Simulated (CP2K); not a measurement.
The C K edge of carbon dioxide was computed by TDDFT (CP2K XAS_TDP, aug-cc-pVTZ, TDA) at these levels: BHandHLYP, PBE0, PBEh(45%) and PBEh(45%) + GW2X. The first three lines of C2 (bonded to 2 O) with a strength over 0.0015, energy in eV and strength:

```csv
run,first,second,third
1,285.27 (0.172),290.70 (0.004),294.69 (0.002)
2,287.20 (0.181),292.93 (0.004),296.93 (0.002)
3,291.86 (0.168),297.30 (0.004),301.28 (0.002)
4,280.36 (0.142),283.72 (0.005),287.64 (0.003)
```

**Question.** Which run is which?

Run 1: PBEh(45%) (45 % exact exchange). Run 2: BHandHLYP (50 % exact exchange). Run 3: PBEh(45%) + GW2X (45 % exact exchange). Run 4: PBE0 (25 % exact exchange). Self-interaction lifts the core level, so the uncorrected lines rise with the share of exact exchange. The GW2X run keeps the spacings of its parent: 5.44 eV between the first two lines in run 3, 5.43 eV in run 1. Its shift is +6.59 eV, since the Kohn–Sham level at this share of exchange lies that far above the quasiparticle level.

[Banner, clock and machine lines of the logs are left out without a mark of their own.]

[Logs are printed without paths, hosts, clocks, repeated set-up lines and the standing remarks that a program may print on its own settings, such as how far it seeks lower states.]

[Hosts, paths, dates, database ids (printed as entryN), source tags and the programs' standing remarks are cut or masked in the printed files.]
